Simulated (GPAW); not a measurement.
**How SiO2 (Stishovite) absorbs and reflects light**

Aim: the dielectric function of SiO2 (Stishovite), and the optical constants that follow from it.

Calculated with GPAW 26.7.0; DFT, PBE, plane-wave PAW (GPAW data sets), scalar-relativistic, RPA, optical limit.

This is a report of a sequence of runs, with most program output left out.

### 1. The structure

It takes space group P4_2/mnm (No. 136, tetragonal). The conventional cell has a = 4.177 Å, b = 4.177 Å, c = 2.665 Å, α = 90.00°, β = 90.00°, γ = 90.00°. Nearest to Si lie 6 O at 1.76 to 1.81 Å. O has 3 Si at 1.76 to 1.81 Å nearest. Farther neighbours and most contacts between anions are not listed.

### 2. Ground state

The self-consistent density comes first; it also tells whether there is a gap, which decides the occupations and the need for a Drude term.

This step: DFT, PBE, plane-wave PAW (GPAW data sets), scalar-relativistic, ground state (GPAW 26.7.0).

Contents of gs.py:

```python
from ase import Atoms
from ase.dft.bandgap import bandgap
from gpaw import GPAW, PW, FermiDirac

atoms = Atoms(['Si', 'Si', 'O', 'O', 'O', 'O'],
              cell=[[4.177300000000, 0.000000000000, 0.000000000000],
                    [0.000000000000, 4.177300000000, 0.000000000000],
                    [0.000000000000, 0.000000000000, 2.665200000000]],
              scaled_positions=[[0.500000000000, 0.500000000000, 0.500000000000],
                                [0.000000000000, 0.000000000000, 0.000000000000],
                                [0.805900000000, 0.194100000000, 0.500000000000],
                                [0.694100000000, 0.694100000000, 0.000000000000],
                                [0.194100000000, 0.805900000000, 0.500000000000],
                                [0.305900000000, 0.305900000000, 0.000000000000]],
              pbc=[True, True, True])
atoms.calc = GPAW(mode=PW(500), xc='PBE', kpts={'size': (6, 6, 8), 'gamma': True},
                  occupations=FermiDirac(0.05), maxiter=150, txt='gs.txt')
print('energy (eV)', atoms.get_potential_energy())
print('Fermi level (eV)', atoms.calc.get_fermi_level())
print('valence electrons', atoms.calc.get_number_of_electrons())
print('gap (eV)', bandgap(atoms.calc, output=None)[0])
print('direct gap (eV)', bandgap(atoms.calc, direct=True, output=None)[0])
atoms.calc.write('gs.gpw')
```

Launch:

```console
$ OMP_NUM_THREADS=1 python gs.py
```

It took 33 s on 1 thread of Arm Neoverse V1, shared host; peak memory 0.2 GiB.

Numbers from this step:

```
energy                 : -45.04 eV
Fermi energy           : 9.855 eV
gap on the k-mesh      : 5.637 eV
direct gap on the mesh : 5.637 eV
electrons              : 32
```

There is a gap, 5.64 eV on this mesh (points off the mesh can give less), so no carriers' term is needed.

### 3. Bands for the response

The response needs many more empty bands than the density does.

This step: DFT, PBE, plane-wave PAW (GPAW data sets), scalar-relativistic, bands at fixed density (GPAW 26.7.0).

Contents of nscf.py:

```python
from ase.dft.bandgap import bandgap
from gpaw import GPAW, FermiDirac

calc = GPAW('gs.gpw').fixed_density(kpts={'size': (7, 7, 11), 'gamma': True}, nbands=46, convergence={'bands': 40},
                                    occupations=FermiDirac(0.001), txt='nscf.txt')
print('gap (eV)', bandgap(calc, output=None)[0])
print('direct gap (eV)', bandgap(calc, direct=True, output=None)[0])
print('top band over the Fermi level (eV)', min(calc.get_eigenvalues(kpt=k)[39] for k in range(len(calc.get_ibz_k_points()))) - calc.get_fermi_level())
calc.write('full.gpw', mode='all')
```

Launch:

```console
$ OMP_NUM_THREADS=1 python nscf.py
```

Wall time 2 min (1 thread); peak memory 0.28 GiB.

### 4. Dielectric function, RPA

Transitions between filled and empty bands, summed over the zone, give the optical response, so mesh, band count and broadening shape it.

The induced potential is part of this response.

This step: DFT, PBE, plane-wave PAW (GPAW data sets), scalar-relativistic, RPA, optical limit (GPAW 26.7.0).

Contents of df.py:

```python
from gpaw.response.df import DielectricFunction

df = DielectricFunction('full.gpw', frequencies={'type': 'nonlinear', 'domega0': 0.03, 'omega2': 8},
                        ecut=50,
                        eta=0.15,
                        nbands=40,
                        txt='df.txt')
for direction in ['x', 'z']:
    df.get_dielectric_function(xc='RPA', direction=direction, filename=f'df_{direction}.csv')
```

Launch:

```console
$ OMP_NUM_THREADS=1 python df.py
```

Wall time 19 s (1 thread); peak memory 0.25 GiB.

This step gave:

| Quantity | Value |
| --- | --- |
| electronic dielectric constant ε∞, mean over x, y and z (by symmetry where fewer were run) | 3.263 |

Some rows of df_x.csv (energy; Re and Im without local fields; Re and Im with them):

```text
0.000000, 3.309838, 0.000000, 3.208045, 0.000000
0.429336, 3.312266, 0.001700, 3.210373, 0.001630
0.878195, 3.320042, 0.003510, 3.217831, 0.003367
1.347938, 3.334083, 0.005480, 3.231303, 0.005260
1.840057, 3.355607, 0.007680, 3.251969, 0.007377
2.356191, 3.386279, 0.010209, 3.281448, 0.009818
2.898142, 3.428435, 0.013223, 3.322025, 0.012739
3.467895, 3.485500, 0.016981, 3.377069, 0.016401
4.067647, 3.562796, 0.021960, 3.451856, 0.021288
4.699832, 3.669411, 0.029198, 3.555480, 0.028463
5.367152, 3.823748, 0.041793, 3.706569, 0.041110
6.072622, 4.079215, 0.085177, 3.959962, 0.084994
6.819608, 4.431004, 0.359787, 4.313731, 0.370054
7.611886, 4.546008, 0.708413, 4.411105, 0.742290
8.453705, 4.815826, 0.870246, 4.634897, 0.914048
9.349861, 5.147601, 1.847956, 4.980760, 1.888116
10.305790, 4.666723, 2.094821, 4.281222, 2.274104
11.327680, 5.392441, 2.663687, 4.722490, 2.514797
12.422601, 4.007693, 4.713590, 3.547462, 4.313865
13.598673, 3.365581, 4.509582, 2.942027, 3.750420
```

The Im ε has structure finer than the step of the table below, so its rows give means over 0.5 eV, whole bins alone (the curve runs from 0 to 14.0 eV). Peaks (eV: height): E ∥ x 12.18: 4.50; E ∥ z 12.50: 8.38.

Values under the direct gap are tails of Lorentzian lines. Table of Im ε by photon energy; means over each step:

```csv
photon energy (eV),E ∥ x,E ∥ z
0.5,0.00190,0.00193
1.0,0.00385,0.00391
1.5,0.00590,0.00596
2.0,0.00811,0.00815
2.5,0.0106,0.0105
3.0,0.0134,0.0131
3.5,0.0167,0.0161
4.0,0.0207,0.0196
4.5,0.0260,0.0237
5.0,0.0334,0.0287
5.5,0.0456,0.0351
6.0,0.0789,0.0439
6.5,0.214,0.0580
7.0,0.443,0.0801
7.5,0.688,0.171
8.0,0.746,0.360
8.5,0.927,0.667
9.0,1.34,1.08
9.5,2.00,1.50
10.0,2.44,1.85
10.5,2.33,2.65
11.0,2.44,3.03
11.5,2.88,4.92
12.0,3.84,5.95
12.5,4.29,7.85
13.0,4.13,6.83
13.5,3.89,5.60
```

Re ε against photon energy:

```csv
photon energy (eV),E ∥ x,E ∥ z
0.0,3.21,3.37
0.5,3.21,3.38
1.0,3.22,3.39
1.5,3.24,3.40
2.0,3.26,3.43
2.5,3.29,3.46
3.0,3.33,3.50
3.5,3.38,3.55
4.0,3.44,3.60
4.5,3.52,3.68
5.0,3.62,3.76
5.5,3.74,3.87
6.0,3.93,4.00
6.5,4.15,4.16
7.0,4.27,4.38
7.5,4.37,4.69
8.0,4.47,5.05
8.5,4.65,5.22
9.0,5.06,5.81
9.5,4.87,5.61
10.0,4.43,6.18
10.5,4.34,6.09
11.0,4.43,6.38
11.5,4.74,7.19
12.0,4.88,5.71
12.5,3.45,3.60
13.0,2.96,1.50
13.5,2.78,-0.0119
```

The reflectivity at normal incidence has structure finer than the step of the table below, so its rows give means over 0.5 eV, whole bins alone (the curve runs from 0 to 14.0 eV). Peaks (eV: height): E ∥ x 12.18: 22.3; E ∥ z 13.43: 33.8.

Table of reflectivity at normal incidence by photon energy; means over each step:

```
photon energy (eV)  E ∥ x (%)  E ∥ z (%)
               0.5       8.05       8.72
               1.0       8.09       8.75
               1.5       8.15       8.82
               2.0       8.25       8.91
               2.5       8.37       9.04
               3.0       8.53       9.19
               3.5       8.73       9.38
               4.0       8.98       9.61
               4.5       9.28       9.89
               5.0       9.66       10.2
               5.5       10.2       10.6
               6.0       10.9       11.1
               6.5       11.7       11.7
               7.0       12.4       12.5
               7.5       12.8       13.5
               8.0       13.1       14.7
               8.5       14.0       15.7
               9.0       15.6       17.3
               9.5       16.5       17.4
              10.0       16.4       19.1
              10.5       15.8       20.5
              11.0       16.2       21.8
              11.5       18.0       26.3
              12.0       20.8       27.3
              12.5       21.2       32.4
              13.0       20.5       31.6
              13.5       19.6       31.3
```

The Im ε, E ∥ x has structure finer than the step of the table below, so its rows give means over 0.5 eV, whole bins alone (the curve runs from 0 to 14.0 eV). Peaks (eV: height): with local fields 12.18: 4.50.

Values under the direct gap are tails of Lorentzian lines. Table of Im ε, E ∥ x by photon energy; means over each step:

```
photon energy (eV)  without local fields  with local fields
               0.5               0.00198            0.00190
               1.0               0.00402            0.00385
               1.5               0.00615            0.00590
               2.0               0.00844            0.00811
               2.5                0.0110             0.0106
               3.0                0.0139             0.0134
               3.5                0.0172             0.0167
               4.0                0.0214             0.0207
               4.5                0.0267             0.0260
               5.0                0.0341             0.0334
               5.5                0.0462             0.0456
               6.0                0.0790             0.0789
               6.5                 0.210              0.214
               7.0                 0.427              0.443
               7.5                 0.657              0.688
               8.0                 0.709              0.746
               8.5                 0.888              0.927
               9.0                  1.31               1.34
               9.5                  1.93               2.00
              10.0                  2.28               2.44
              10.5                  2.19               2.33
              11.0                  2.44               2.44
              11.5                  3.10               2.88
              12.0                  4.26               3.84
              12.5                  4.71               4.29
              13.0                  4.71               4.13
              13.5                  4.67               3.89
```

Values under the direct gap are tails of Lorentzian lines. Table of loss function −Im 1/ε at q → 0 by energy loss; read off at these points:

| energy loss (eV) | E ∥ x | E ∥ z |
| --- | --- | --- |
| 0.00 | 0 | 0 |
| 0.50 | 1.8e-4 | 1.7e-4 |
| 1.00 | 3.7e-4 | 3.4e-4 |
| 1.50 | 5.6e-4 | 5.1e-4 |
| 2.00 | 7.6e-4 | 6.9e-4 |
| 2.50 | 9.7e-4 | 8.8e-4 |
| 3.00 | 0.00120 | 0.00107 |
| 3.50 | 0.00146 | 0.00128 |
| 4.00 | 0.00174 | 0.00150 |
| 4.50 | 0.00209 | 0.00175 |
| 5.00 | 0.00254 | 0.00202 |
| 5.50 | 0.00321 | 0.00234 |
| 6.00 | 0.00488 | 0.00273 |
| 6.50 | 0.0139 | 0.00337 |
| 7.00 | 0.0243 | 0.00409 |
| 7.50 | 0.0323 | 0.00772 |
| 8.00 | 0.0355 | 0.0143 |
| 8.50 | 0.0412 | 0.0251 |
| 9.00 | 0.0476 | 0.0286 |
| 9.50 | 0.0718 | 0.0448 |
| 10.00 | 0.0969 | 0.0461 |
| 10.50 | 0.0955 | 0.0640 |
| 11.00 | 0.0958 | 0.0608 |
| 11.50 | 0.0950 | 0.0653 |
| 12.00 | 0.0995 | 0.0876 |
| 12.50 | 0.142 | 0.101 |
| 13.00 | 0.161 | 0.137 |
| 13.43 | 0.173 | 0.162 |
| 13.50 | 0.172 | 0.180 |
| 13.77 | 0.150 | 0.223 |

Optical constants at common wavelengths, from n + ik = √ε:

```
wavelength (nm)   n x    k x  R (%) x   1/α x   n z    k z  R (%) z   1/α z
           1550  1.79  0.001      8.1  144 µm  1.84  0.001      8.7  146 µm
           1064  1.80  0.001      8.1   67 µm  1.84  0.001      8.8   68 µm
            532  1.81  0.003      8.3   16 µm  1.86  0.003      9.0   16 µm
            450  1.82  0.003      8.4   11 µm  1.86  0.003      9.1   11 µm
            405  1.83  0.004      8.6  8.6 µm  1.87  0.004      9.2  9.0 µm
            308  1.86  0.006      9.0  4.4 µm  1.90  0.005      9.6  4.7 µm
            193  2.04  0.049     11.7  312 nm  2.03  0.014     11.6  1.1 µm
```

Below the direct gap, k and the depth come from the tails of the Lorentzian lines, not from transitions.

Rows near the edge hang on the gap, which this functional as a rule makes too small, and phonon-assisted absorption is left out.

### 5. Summary of results

| Quantity | Value |
| --- | --- |
| electronic dielectric constant ε∞, mean over x, y and z (by symmetry where fewer were run) (RPA) | 3.26 |

What this shows: At this level (PBE, RPA) SiO2 has a mean ε∞ = 3.26 and n = 1.79 at 1550 nm (E ∥ x). On the mesh the gap is 5.64 eV and the least direct gap 5.64 eV. Local fields change the static value along x from 3.31 to 3.21 (-3 %). Distinct maxima of Im ε, read by a parabola through the highest points, lie at 10.00 eV (2.5) and 12.22 eV (4.5) for E ∥ x. The static values by axis are 3.21 (x), 3.37 (z). Excitons and phonon-assisted transitions are missing; PBE gaps are as a rule too small, which pulls the onset down and ε∞ up. The sum runs over mesh points, so small or evenly spaced maxima can still be ripples of the mesh. In this version of GPAW the matrix elements of the optical limit are incomplete, which can lower ε − 1 by up to a tenth where first-row anions or d states rule, and shift it by more in d metals.

[Machine, clock and banner lines and Python warnings are left out of the logs.]

[Logs are printed without paths, hosts, clocks, repeated set-up lines and the standing remarks that a program may print on its own settings, such as how far it seeks lower states.]

[Hosts, paths, dates, database ids (printed as entryN), source tags and the programs' standing remarks are cut or masked in the printed files.]
